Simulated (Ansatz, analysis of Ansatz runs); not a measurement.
# Reproducing a measured local vibrational mode: Cu-H pair in ZnO, part 2 of 2

Aim: the local vibrational mode of the Cu-H pair in ZnO, to be set beside the measurement. Set-up: PBE, 72-site cell, PBE lattice, 420 eV, k: the single point 1/4 1/4 1/4, 17 sites displaced. The model is a cell of 72 host atoms with Cu put on another atom's site and H put in between. The frequencies come from force constants among the defect atom and its neighbours, with the masses of the isotopes named.

Ansatz 0.2.0; PBE, 72-site cell, PBE lattice, 420 eV, k: the single point 1/4 1/4 1/4, 17 sites displaced.

So far: Set-up; Relaxation, charge 0.

**2. Relaxation, charge 0 (continued)**

Level of this step: plane-wave PAW DFT, PBE; relaxation of all atoms of a defect supercell (Ansatz).

Step by step:

```
step  energy less that of the first step (eV)  largest force component (eV/Å)
   1                                   0.0000                          1.6163
   2                                  -0.4204                          0.9554
   3                                  -0.7063                          0.2373
   4                                  -0.7213                          0.0718
   5                                  -0.7309                          0.1126
   6                                  -0.7297                          0.3676
   7                                  -0.7448                          0.1582
   8                                  -0.7581                          0.1554
   9                                  -0.7565                          0.2397
  10                                  -0.7679                          0.0552
  11                                  -0.7682                          0.0585
  12                                  -0.7695                          0.0506
  13                                  -0.7699                          0.0493
  14                                  -0.7702                          0.0239
  15                                  -0.7703                          0.0030
  16                                  -0.7703                          0.0030
```

Relaxation steps 6, 9 were tried and not accepted.

The atoms that moved most (Å, from the sites as typed, ahead of the random displacement):

```
atom      dx      dy      dz  length
Cu38   0.388   0.104   0.300   0.501
 O39  -0.075   0.005   0.185   0.199
 O60   0.105   0.085  -0.115   0.177
Zn25  -0.010  -0.031  -0.163   0.166
 Zn6  -0.095  -0.060   0.024   0.115
Zn30   0.075  -0.062   0.019   0.099
Zn37  -0.082   0.035   0.025   0.092
 H73  -0.040   0.047  -0.059   0.085
```

Neighbours of the ideal centre at the end:

```
atom  distance (Å)
 H73         0.604
Cu38         1.352
 O28         1.593
 O36         2.249
 O60         2.447
 O39         2.468
Zn30         2.884
 Zn6         2.896
Zn25         2.928
```

Neighbours of the added atoms: H73: O28 0.99, Cu38 1.95, Zn25 2.48 Å.

Read from the output:

| Quantity | Value |
| --- | --- |
| free energy | -143247.2279 eV |

The relaxation ends 11 meV an atom lower than the displaced start, with a largest force component of 0.0030 eV/Å.

**3. Local vibrational modes**

A local mode lives on the defect and the atoms next to it, so only the sites listed in the input are displaced, which costs far fewer SCF runs than the whole cell would.

This step: plane-wave PAW DFT, PBE; finite-displacement force constants among the atoms nearest to a defect, the others at rest.

Contents of modes/input.yaml:

```yaml
crystal:
  lattice:
    - [9.83855992, 0.0, 0.0]
    - [-4.91927996, 8.52044283, 0.0]
    - [0.0, 0.0, 10.58650209]
  atoms:
    - { symbol: Zn, position: [0.109755026, 0.222335758, 0.249635513] }
    - { symbol: Zn, position: [0.219125702, 0.109773828, -0.001851538] }
[... 3 atom lines left out ...]
    - { symbol: Zn, position: [0.208918315, 0.104075133, 0.502390911] }
[... 18 atom lines left out ...]
    - { symbol: Zn, position: [0.441529742, 0.21857153, 0.234709932] }
[... 2 atom lines left out ...]
    - { symbol: O, position: [0.430757942, 0.199167329, 0.429683986] }
    - { symbol: Zn, position: [0.441178598, 0.22046572, 0.7508275] }
    - { symbol: Zn, position: [0.559440872, 0.103880293, 0.501849526] }
[... 2 atom lines left out ...]
    - { symbol: Zn, position: [0.444948622, 0.553057201, 0.254646231] }
[... 1 atom line left out ...]
    - { symbol: O, position: [0.552963451, 0.441519473, 0.185813096] }
    - { symbol: O, position: [0.446653704, 0.552805551, 0.440398301] }
[... 1 atom line left out ...]
    - { symbol: Cu, position: [0.62603646, 0.506810548, 0.541937975] }
    - { symbol: O, position: [0.548099718, 0.445070681, 0.707065387] }
[... 20 atom lines left out ...]
    - { symbol: O, position: [0.793333976, 0.565564951, 0.428744883] }
[... 12 atom lines left out ...]
    - { symbol: H, position: [0.484609366, 0.310905884, 0.456682665] }
basis:
  ecutwfc: 420
  xc_grid: 2
hamiltonian:
  xc: pbe
kpoints:
  mp_grid: { grid: [1, 1, 1], shift: [0.25, 0.25, 0.25] }
scf:
  occupations: { method: fermi_dirac, width: 0.01 }
  max_iter: 120
output: {}
checkpoint:
  read: "../relax.run"
phonons:
  supercell: [1, 1, 1]
  displaced_sites: [3, 5, 6, 13, 24, 27, 28, 29, 30, 32, 34, 35, 37, 38, 51, 59, 72]
```

The run is started by

```sh
> ansatz run input.yaml --threads 4 --pin off --max-ram 14131MiB --backend cpu --events-out ev --progress --plain --runs-dir out
```

Numbers of over 12 decimals in the logs are rounded to 6 here.

What it wrote:

```text
[...]
Crystal: 73 atoms, lattice volume = 887.455 Å³
Basis set: ecut = 420 eV, 17351 PW (Γ), exchange–correlation on 144×144×144 points (8 copies of the dense FFT grid, shifted against one another)
Bands: 401, of which v1, the nominal top of the filled ones, is band 328 counted from 1 (327 counted from 0)
Symmetry: 1 space group operations
k-points: 1
[...]
SCF iter   7: F=-143247.227908 eV  HF=-143247.227908 eV  |F-HF|=2.91e-11  |Δ(HF+E_count)|=  8.73e-11  Δρ=4.15e-8  dr2=1.44e-11  ethr=1.00e-12  ⟨swp⟩=4.0  Hψ=1349  notcnv=0
SCF 1 converged in 7 iterations: F = -143247.227908 eV  dr2 = 1.44e-11
[...]
SCF 2 converged in 10 iterations: F = -143247.227872 eV  dr2 = 5.03e-12
[...]
SCF 3 converged in 10 iterations: F = -143247.227870 eV  dr2 = 3.61e-13
[...]
the frequencies, the zero-point energy and the sums are of the block with the acoustic sum rule laid on its rows. Row sums over every site: 3.1e-4 eV/Å² at the most
  transpose residual: 5.4e-4 eV/Å²
  largest component of a force at the reference: 3.0e-3 eV/Å on a named site, 1.6e-3 eV/Å on a site at rest
  frequencies among the named sites at Γ of the cell (cm⁻¹): 83.43 111.39 112.63 121.37 126.05 128.36 131.55 142.52 152.40 159.61 175.71 178.51 179.02 183.29 184.13 195.26 196.71 197.61 202.41 212.61 217.79 300.36 328.05 354.78 364.44 370.53 384.29 400.61 [...]
  unstable modes among the named sites: 0
  frequencies as built, with no sum rule (cm⁻¹): 83.44 111.39 112.63 121.37 126.05 128.36 131.55 142.51 152.40 159.61 175.71 178.51 179.02 183.29 184.13 195.26 196.70 197.60 202.41 212.61 217.79 300.36 328.05 354.78 364.44 370.53 384.29 400.61 408.64 421.24 [...]
  zero-point energy: 1.234051 eV/cell   skipped modes (ω ≤ 0): 0
  not written: the harmonic force-constant file, the file of eigenvectors (these modes' are written with the force constants), the density of states and the dispersion, which are of every site
[key lines of the parts left out:]
SCF converged after 7 iterations
Free energy (F): -143247.227908 eV
Fermi energy:    8.288359 eV
```

It took 57 min on 4 threads of Arm Neoverse V1, shared host; peak memory 2.4 GiB; 3.6 h of CPU time.

Numbers from this step:

```
free energy : -143247.2279 eV
```

The modes with the largest weight on the probed atoms (the light atom of a pair), for the masses of each isotope. Modes of the displaced atoms (local only where they lie over the host's phonons):

```
isotopes  mode (cm⁻¹)  share of the defect atoms
       H         3213                      0.941
       H        789.2                      0.942
       H        750.6                      0.908
       D         2339                      0.887
       D          580                       0.79
       D        568.8                      0.312
```

**4. Outcome**

* distance from the defect atom to its nearest neighbour: 0.994 Å
* O-H stretch, 1H: 3213 cm⁻¹
* O-D stretch, 2H: 2339 cm⁻¹
* time of the whole chain: 64 min on 4 threads

O-H stretch, 1H: computed 3213 cm⁻¹, measured 3191.8 cm⁻¹; 21 cm⁻¹ (1 %) above the measurement. O-D stretch, 2H: computed 2339 cm⁻¹, measured 2379 cm⁻¹; 40 cm⁻¹ (2 %) below the measurement. The computed value is harmonic, while the measured line is the anharmonic fundamental, which for X–H stretches usually lies a few per cent lower. Only the named neighbours move, so modes near the host's band are approximate.

[Logs are printed without paths, hosts, clocks, repeated set-up lines and the standing remarks that a program may print on its own settings, such as how far it seeks lower states.]

[Hosts, paths, dates, database ids (printed as entryN), source tags and the programs' standing remarks are cut or masked in the printed files.]

[For some hosts the program warned that the k-mesh of the response run may be too coarse for force constants and the static dielectric constant; such warnings are not shown here.]
